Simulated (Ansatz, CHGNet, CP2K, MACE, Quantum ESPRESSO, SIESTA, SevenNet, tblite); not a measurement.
# tblite runs on MgF2(100) slab (72 atoms)

Aim: run MgF2(100) slab (72 atoms) in tblite and see how near its forces come to a plane-wave reference, and at what cost.

Calculated with tblite 0.8.0; the method is named at each step.

## 1. Starting point

The cell holds 72 atoms: 24 Mg and 48 F. Its edges and angles: a = 9.156 Å, b = 9.242 Å, c = 18.752 Å, α = 90.0°, β = 90.0°, γ = 90.0°. It derives from MgF2 (rutile). Rutile MgF2 (cell 4.621, 4.621, 3.052, 90, 90, 90), (100) slab of 2 repeat layers, 3 x 2 surface cells, 10 Å of vacuum; atoms within 2.77 Å of the bottom held; every coordinate displaced by a Gaussian of 0.07 Å. Then every atom was moved at random, 0.05 Å r.m.s. a Cartesian component. Vacuum lies along c.

The yardstick, on the same geometry:

```
method                                           : Kohn-Sham DFT, PBE, PAW, plane waves (Ansatz 0.2.0); cutoff 420 eV, Γ point, fermi-dirac smearing of 0.05 eV; PAW set soft_2
r.m.s. force component                           : 1.415 eV/Å
longest force                                    : 7.006 eV/Å
gap (highest filled to lowest empty level) : 4.307 eV
SCF cycles                                       : 8
time                                             : 8.1 s on 8 threads of Arm Neoverse V2, shared host
CPU time                                         : 58 s
```

## 2. IPEA1-xTB

Method: IPEA1-xTB tight binding, diagonalisation.

The input, run.py:

```python
import numpy as np
from ase.io import read
from tblite.ase import TBLite

atoms = read("structure.xyz")
atoms.calc = TBLite(method="IPEA1-xTB", electronic_temperature=580, accuracy=1.0, max_iterations=250, mixer_damping=0.4, verbosity=1)
energy = atoms.get_potential_energy()
forces = atoms.get_forces()
print(f"energy {energy:.6f} eV")
print("forces (eV/A)")
for i, (a, f) in enumerate(zip(atoms, forces)):
    print(f"{i:4d} {a.symbol:2s} {f[0]:10.5f} {f[1]:10.5f} {f[2]:10.5f}")
print("charges (e)")
print(np.array2string(atoms.get_charges(), precision=4, suppress_small=True, max_line_width=110, threshold=100000))
```

The input, structure.xyz:

```xyz
72
Lattice="9.15600 0.00000 0.00000 0.00000 9.24200 0.00000 0.00000 0.00000 18.75217" Properties=species:S:1:pos:R:3 pbc="T T T"
Mg 0.07673 4.60594 5.85461
Mg 1.61567 2.41789 8.15682
F 0.05603 3.22028 7.24940
F 0.07499 1.39785 8.90559
F 1.55048 0.83834 6.73747
F 1.47512 3.64227 5.03683
Mg 0.07316 4.51980 10.36601
Mg 1.52164 2.29442 12.81430
F 0.06080 3.21270 11.92338
F 9.13421 1.38658 13.69227
F 1.56211 0.89361 11.36194
F 1.51669 3.89985 9.70894
Mg 3.02111 4.63948 5.92381
Mg 4.62268 2.33823 8.10563
F 3.03045 3.22306 7.32422
F 3.08658 1.41957 9.08618
F 4.68851 0.94509 6.78454
F 4.62341 3.77489 5.18535
Mg 3.18107 4.70704 10.63942
Mg 4.75306 2.41641 12.74660
F 3.04410 3.28673 11.84800
F 3.06644 1.39748 13.70577
F 4.50658 1.05470 11.53221
F 4.56994 3.72758 9.68531
Mg 5.91972 4.67775 5.95963
Mg 7.60763 2.28019 8.39572
F 6.09259 3.21557 7.20271
F 6.15530 1.32817 9.22776
F 7.76136 0.94324 6.95012
F 7.56643 3.73321 4.84650
Mg 6.15439 4.57756 10.57510
Mg 7.56038 2.31780 12.91199
F 6.08370 3.17028 11.82343
F 6.08435 1.37928 13.64764
F 7.61440 0.92586 11.44689
F 7.51140 3.70484 9.63749
Mg 9.15243 9.08747 6.01063
Mg 1.48025 7.03141 8.29802
F 9.13705 7.84526 7.43580
F 9.15179 5.98373 9.04736
F 1.50296 5.57736 6.83760
F 1.53097 8.33499 4.98976
Mg 9.08074 9.20170 10.57379
Mg 1.50213 6.82956 12.83342
F 0.03974 7.57419 12.01339
F 9.14813 6.04150 13.80235
F 1.58390 5.38541 11.35256
F 1.26426 8.25495 9.63224
Mg 3.04428 0.06811 5.98119
Mg 4.45302 6.86403 8.20970
F 3.09949 7.77539 7.45324
F 3.10205 6.07329 9.03067
F 4.59173 5.43411 6.77310
F 4.57534 8.42039 4.97701
Mg 3.01443 9.07398 10.56797
Mg 4.71369 6.87605 12.92925
[... 12 atom lines left out ...]
F 6.17929 7.95200 12.04564
F 6.13983 6.09695 13.62551
F 7.44099 5.42182 11.26612
F 7.63693 8.34922 9.70462
```

Started as:

```bash
$ OMP_NUM_THREADS=1 python run.py > output.txt
```

Output:

```text
------------------------------------------------------------
  cycle        total energy    energy error   density error
------------------------------------------------------------
      1     -280.5147226066  -2.8050966E+02   8.3260893E-01
      2     -284.5466072823  -4.0318847E+00   4.3190314E-01
      3     -284.4466024019   1.0000488E-01   1.2100039E-01
      4     -284.4148230637   3.1779338E-02   8.6130230E-02
      5     -284.6530654971  -2.3824243E-01   2.6346757E-02
      6     -284.6713839810  -1.8318484E-02   1.0769604E-02
      7     -284.6735187820  -2.1348010E-03   5.1790430E-03
      8     -284.6741322573  -6.1347536E-04   2.0314504E-03
      9     -284.6741982364  -6.5979047E-05   9.1784861E-04
     10     -284.6742106419  -1.2405555E-05   3.5803484E-04
     11     -284.6742143570  -3.7151029E-06   4.5780260E-05
     12     -284.6742144272  -7.0188321E-08   1.4893133E-05
------------------------------------------------------------
 total:                                   2.083 sec
energy -7746.379940 eV
forces (eV/A)
   0 Mg   -0.85206   -0.89662   -0.68951
   1 Mg   -0.29871   -0.01595    0.13585
   2 F    -0.19981   -0.42496    2.39773
   3 F    -0.05192   -0.67765    2.15239
   4 F    -0.25347    1.32091    2.71659
   5 F     0.27320    0.72827    0.67965
   6 Mg   -1.10977   -0.07353    0.50585
   7 Mg   -0.00025   -0.87141    0.40315
   8 F    -0.08533    1.26715   -2.39022
   9 F     0.01996    0.46821   -0.73768
  10 F    -0.13917   -0.45539   -2.36847
  11 F     1.53101   -1.15859   -2.47123
  12 Mg   -0.40563   -0.77712   -0.44144
  13 Mg   -0.00981   -0.01213    0.10975
  14 F     0.12835   -0.26876    2.27202
  15 F     0.03296   -0.28254    1.34421
  16 F    -0.30449    1.04396    2.60744
  17 F    -0.79926   -0.46801   -0.63404
  18 Mg   -0.51769   -0.21530   -0.42510
  19 Mg   -1.38274   -0.66931    0.76137
  20 F     0.06697    0.96062   -2.29958
  21 F    -0.23144    0.85002   -0.96344
  22 F     0.10983   -1.23844   -3.55270
  23 F     0.08765    0.19265   -1.27714
[...]
64 F    -0.24476    0.93434    2.38845
  65 F    -0.37235    0.73621    1.23379
  66 Mg   -0.67134   -0.21694    0.29255
  67 Mg   -0.49182   -0.95934    0.25550
  68 F    -0.09688    1.25420   -2.68978
  69 F     0.19912   -0.12080   -0.25739
  70 F     0.97275    0.53084   -1.22147
  71 F     0.01553   -0.21897   -1.46738
charges (e)
[ 0.6204  0.5432 -0.2572 -0.1926 -0.3036 -0.4167  0.5418  0.6156 -0.3042 -0.4209 -0.2529 -0.198   0.6371
  0.5404 -0.2602 -0.1933 -0.3028 -0.4216  0.551   0.6212 -0.2829 -0.43   -0.2549 -0.1874  0.6348  0.5305
 -0.2614 -0.1825 -0.2773 -0.4462  0.5519  0.6242 -0.2951 -0.4171 -0.2669 -0.19    0.63    0.5479 -0.2395
 -0.1852 -0.2971 -0.4434  0.5462  0.6238 -0.3256 -0.4311 -0.2569 -0.1968  0.6214  0.5455 -0.2541 -0.1918
 -0.3195 -0.4303  0.5395  0.6147 -0.2821 -0.4238 -0.2439 -0.1869  0.6163  0.5393 -0.2487 -0.1788 -0.2896
 -0.4264  0.5408  0.6371 -0.3101 -0.4092 -0.2374 -0.1905]
```

Elapsed: 2.6 s, on 1 thread of Arm Neoverse V2, shared host; peak memory 0.12 GiB.

Banners, paths, timers and routine set-up lines are dropped from the logs unmarked, and long logs keep their key lines alone; longer cuts are marked.

Against the reference:

| Quantity | Value |
| --- | --- |
| r.m.s. force component | 1.107 eV/Å |
| r.m.s. difference of force components | 1373 meV/Å |
| longest difference of force vectors | 6611 meV/Å |
| force difference over r.m.s. force | 97.08 % |
| slope of forces against the reference's | 0.335 |
| correlation of force components | 0.4281 |

Length of the force difference by element (eV/Å):

```tsv
element	atoms	mean	most
F	48	2.2	6.6
Mg	24	1.8	4.5
```

Local excerpt of 9 atoms (numbers count through the whole input) about Mg61, picked at random; x, y, z are measured from there.

```tsv
atom	x	y	z	distance (Å)	bonds	Mulliken charge (e)	Fx	Fy	Fz (eV/Å)
Mg61	0.00	0.00	0.00	0.00	5	0.62	0.53	-0.99	-0.81
F17	-1.37	0.96	0.85	1.87	3	-0.30	-0.30	1.04	2.61
F54	-1.48	-0.81	-0.96	1.94	2	-0.43	0.10	0.52	1.02
F63	0.08	-1.30	1.47	1.96	3	-0.25	0.03	-0.78	2.38
F66	1.72	-0.91	-0.96	2.16	2	-0.43	-0.37	0.74	1.23
F29	1.70	0.95	1.01	2.20	3	-0.28	-0.42	0.70	2.27
Mg49	-3.01	0.08	0.05	3.01	5	0.62	0.02	-0.74	-0.85
Mg37	3.09	-0.14	0.07	3.10	5	0.63	0.10	-1.00	-1.11
F27	0.04	3.23	1.27	3.47	3	-0.26	0.38	-0.78	3.21
```

Atoms are counted from 1 here, from 0 in the log.

Forces lie 97 % from the reference's, at 0.044 times its CPU time (on 1 against 8 cores).

## 3. GFN1-xTB

Method: GFN1-xTB tight binding, diagonalisation.

run.py, as its differences from that of step 2:

```diff
@@ -5,3 +5,3 @@
 atoms = read("structure.xyz")
-atoms.calc = TBLite(method="IPEA1-xTB", electronic_temperature=580, accuracy=1.0, max_iterations=250, mixer_damping=0.4, verbosity=1)
+atoms.calc = TBLite(method="GFN1-xTB", electronic_temperature=580, accuracy=1.0, max_iterations=250, mixer_damping=0.4, verbosity=1)
 energy = atoms.get_potential_energy()
```

structure.xyz is that of step 2.

Output:

```text
------------------------------------------------------------
  cycle        total energy    energy error   density error
------------------------------------------------------------
      1     -260.8760952602  -2.6084150E+02   1.0109523E+00
      2     -265.7172250013  -4.8411297E+00   4.9071077E-01
      3     -259.9082334555   5.8089915E+00   3.6531694E-01
[...]
21     -266.3862170035   1.4490524E-09   7.7882263E-05
     22     -266.3862171617  -1.5817938E-07   1.5191670E-05
------------------------------------------------------------
 total:                                   1.554 sec
energy -7248.738187 eV
forces (eV/A)
   0 Mg   -0.77554   -0.84273    0.37023
   1 Mg   -0.56081   -0.27494    0.26791
   2 F     0.00791    0.29452    0.20671
[...]
70 F     1.58805    1.14474    1.42835
  71 F     0.15291   -0.34175   -0.13004
charges (e)
[ 0.843   0.894  -0.4369 -0.4442 -0.4246 -0.4271  0.9131  0.8443 -0.4285 -0.4373 -0.4345 -0.4507  0.8471
  0.8887 -0.4404 -0.441  -0.4254 -0.437   0.927   0.8553 -0.4311 -0.4346 -0.433  -0.4543  0.8725  0.8969
 -0.4377 -0.4422 -0.4235 -0.4313  0.9396  0.8336 -0.4372 -0.4314 -0.4436 -0.4545  0.8682  0.9175 -0.447
 -0.4493 -0.43   -0.4431  0.8855  0.8417 -0.4254 -0.4313 -0.444  -0.4497  0.8425  0.9101 -0.4537 -0.4614
 -0.4419 -0.4329  0.9077  0.8357 -0.4382 -0.4243 -0.4537 -0.444   0.8401  0.9084 -0.4414 -0.4555 -0.4346
 -0.4387  0.9032  0.8575 -0.4203 -0.4245 -0.4619 -0.4443]
```

The job ended after 2.1 s (1 thread; peak memory 0.12 GiB).

Compared with the plane-wave run:

```yaml
r_m_s_force_component: 0.6559 eV/Å
r_m_s_difference_of_force_components: 813.2 meV/Å
longest_difference_of_force_vectors: 3810 meV/Å
force_difference_over_r_m_s_force: 57.48 %
slope_of_forces_against_the_reference_s: 0.4423
correlation_of_force_components: 0.954
```

Against the first run (97 %), the force difference from the reference is 57 %, at 0.80 times the CPU time (22 SCF steps against 12).

## 4. The ladder

Differences are against the plane-wave reference, forces as r.m.s. over components; share is that over the reference's r.m.s. force, slope the least-squares factor from reference forces to these. Total energies of different programs have different zeros and aren't compared.

```tsv
run	Δ force, r.m.s. (meV/Å)	share (%)	slope	cores	CPU time	memory (GiB)
reference	-	-	-	8	58 s	1.8
tblite IPEA1-xTB	1373	97.1	0.335	1	2.6 s	0.12
tblite GFN1-xTB	813	57.5	0.442	1	2.1 s	0.12
```

CPU time is summed over cores on a shared host, where runs went side by side, so it is rough. Symmetry, cutoffs, thresholds, outputs and thread counts weren't matched or tuned between programs; memory under MPI is the largest rank's times the ranks.

Mean charges by element (e), by run and scheme:

```tsv
run	scheme	Mg	F
reference	Löwdin	+1.67	-0.78
tblite IPEA1-xTB	Mulliken	+0.58	-0.29
tblite GFN1-xTB	Mulliken	+0.88	-0.44
```

The reference's Löwdin charges lack the electrons that the projection spills, 0.036 e an atom on average.

## 5. Summary of results

```yaml
nearest_in_forces: tblite GFN1-xTB, 57 %
its_cpu_time: 2.1 s
```

**Reading.** Tight binding differs by 57 % (tblite GFN1-xTB) to 97 % (tblite IPEA1-xTB); it is another model, with fitted parameters of its own, and the xTB methods hold dispersion. IPEA1-xTB was fitted to ionisation energies and electron affinities, not to forces or charges. Of the electronic-structure runs that take under half the reference's CPU time, tblite GFN1-xTB comes nearest, at 57 % in 2.1 s against 58 s. Charges hang on model, scheme and program or settings: among these rows the mean for Mg runs from +0.58 to +1.67 e. Periodic xTB results under one method name differ between programs and library versions. The electronic-structure runs sample only Γ, in a cell whose shortest periodic width is 9 Å.

[Also dropped from logs without a mark: logging warnings of Python, and SIESTA's first energy breakdown and zero terms.]

[Logs are printed without paths, hosts, clocks, repeated set-up lines and the standing remarks that a program may print on its own settings, such as how far it seeks lower states.]

[Hosts, paths, dates, database ids (printed as entryN), source tags and the programs' standing remarks are cut or masked in the printed files.]
